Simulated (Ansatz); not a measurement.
The crystal is Na3MoO4Cl (P4/nmm).

It takes space group P4/nmm (No. 129, tetragonal). The conventional cell has a = 7.494 Å, b = 7.494 Å, c = 5.341 Å, α = 90.00°, β = 90.00°, γ = 90.00°. Nearest to Na lie 4 O at 2.50 Å and 2 Cl at 2.78 Å. Nearest to Na lie 4 O at 2.35 Å and 2 Cl at 2.58 to 2.76 Å. Mo has 4 O at 1.78 Å nearest. Nearest to Cl lie 6 Na at 2.58 to 2.78 Å. O has 1 Mo at 1.78 Å and 3 Na at 2.35 to 2.50 Å nearest. Farther neighbours and most contacts between anions are not listed.

```
Na Mo Cl O
1.0
     7.49420    0.00000    0.00000
     0.00000    7.49420    0.00000
     0.00000    0.00000    5.34090
Na Mo Cl O
6 2 2 8
Direct
  0.75000 0.75000 0.00000
  0.75000 0.25000 0.00000
  0.25000 0.25000 0.00000
  0.25000 0.75000 0.00000
  0.50000 0.00000 0.63891
  0.00000 0.50000 0.36109
  0.00000 0.00000 0.50000
  0.50000 0.50000 0.50000
  0.50000 0.00000 0.15543
  0.00000 0.50000 0.84457
  0.81027 0.00000 0.70049
  0.50000 0.31027 0.70049
  0.18973 0.00000 0.70049
  0.50000 0.68973 0.70049
  0.31027 0.50000 0.29951
  0.00000 0.18973 0.29951
  0.68973 0.50000 0.29951
  0.00000 0.81027 0.29951
```

Geometry: measured cell, ions relaxed with PBE. The runs that relaxed it are not among those shown.

Gaps computed with Ansatz 0.2.0 without a self-energy: PBEsol 4.30 eV, PBE 4.31 eV, PBE+SOC 4.31 eV and r2SCAN 4.72 eV. The mean ε∞ by PBE perturbation theory is 2.67.

Q: What gap should G0W0 on PBE give (2×2×4 mesh, 1009 empty bands, screening to 130 eV, PAW set soft_1 files)?

About 7.08 eV: on its mesh the run moves the gap from 4.31 eV by +2.77 eV. A band edge moves to another state on the way. Among the scalar-relativistic levels given, r2SCAN is nearest (−2.36 eV). One-shot corrections scale roughly with one over ε∞, here 0.38. Bands and cutoff are finite, so the gap is not at the basis limit. The miss can reach some tenths of an eV and take either sign; the mesh is an error of its own. The 2×2×4 mesh is coarse for this cell (its supercell is 15 Å along the shortest edge). The RPA ε∞ on it, from the PBE start, is 2.52 and 2.53; such meshes misread the long-range screening, most where the gap is narrow. The many-body steps are scalar-relativistic: spin-orbit coupling is not in them.

[Paths, hosts, dates, memory and timing lines, banners, echoed tables and standing remarks are left out of the program output.]

[Logs are printed without paths, hosts, clocks, repeated set-up lines and the standing remarks that a program may print on its own settings, such as how far it seeks lower states.]

[Runs of the session that timed out or met a known fault of the program may be left out.]

[Cells called generated may have been cut or substituted from an entry of the Crystallography Open Database or the Materials Project.]

[Hosts, paths, dates, database ids (printed as entryN), source tags and the programs' standing remarks are cut or masked in the printed files.]
